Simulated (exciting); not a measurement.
Two BSE runs for the Mg K edge of CsMgF3, space group Pm-3m. Run A: exciting, all-electron LAPW+lo, LDA, exchange and screened direct term (singlet BSE), 4×4×4 shifted k points, 40 conduction bands, |G+q| up to 3 bohr⁻¹, full RPA screening with nempty = 66, Lorentzian half width 0.45 eV. Run B differs in one setting: k mesh, kernel cutoff, basis, band set, screening or width.

Energy from the Kohn–Sham onset, core level to the lowest empty state found on the meshes used; one zero for both, scaled to A's maximum:

```csv
E (eV),A,B
-5.5,0.01,0.01
-5.0,0.01,0.01
-4.5,0.02,0.02
-4.0,0.02,0.02
-3.5,0.03,0.03
-3.0,0.03,0.03
-2.5,0.05,0.04
-2.0,0.07,0.06
-1.5,0.11,0.11
-1.0,0.22,0.21
-0.5,0.55,0.49
0.0,0.99,0.79
0.5,0.76,0.91
1.0,0.43,0.51
1.5,0.34,0.34
2.0,0.37,0.32
2.5,0.36,0.33
3.0,0.38,0.34
3.5,0.31,0.33
4.0,0.33,0.41
4.5,0.44,0.54
5.0,0.45,0.46
5.5,0.35,0.27
6.0,0.26,0.23
6.5,0.21,0.21
7.0,0.18,0.23
7.5,0.18,0.23
8.0,0.22,0.18
8.5,0.23,0.19
9.0,0.21,0.24
9.5,0.20,0.22
10.0,0.19,0.17
10.5,0.15,0.13
11.0,0.13,0.13
11.5,0.12,0.12
12.0,0.10,0.12
12.5,0.08,0.10
13.0,0.07,0.09
13.5,0.07,0.07
14.0,0.06,0.08
14.5,0.06,0.07
15.0,0.08,0.08
15.5,0.11,0.09
16.0,0.12,0.12
16.5,0.11,0.11
17.0,0.10,0.10
17.5,0.09,0.08
18.0,0.08,0.07
18.5,0.07,0.08
19.0,0.07,0.08
19.5,0.08,0.09
20.0,0.10,0.11
20.5,0.14,0.18
21.0,0.19,0.18
21.5,0.17,0.12
22.0,0.13,0.11
22.5,0.11,0.11
```

Q: Which is the likeliest?

The k mesh from 4×4×4 to 2×2×2. The spectrum differs from run A by 17 % r.m.s. The highest maximum lies at 0.4 eV (0.95), against 0.1 eV (1.00). The first bright state moves from -0.46 to -0.49 eV. The lowest bare transition of this run lies at 1.25 eV, against 0.37. A coarse mesh samples few band energies, and it inflates the long-range part of the attraction. Other settings could leave a like mark; this is the change that was made.

[Banner, clock and machine lines of the logs are left out without a mark of their own.]

[Logs are printed without paths, hosts, clocks, repeated set-up lines and the standing remarks that a program may print on its own settings, such as how far it seeks lower states.]

[Hosts, paths, dates, database ids (printed as entryN), source tags and the programs' standing remarks are cut or masked in the printed files.]
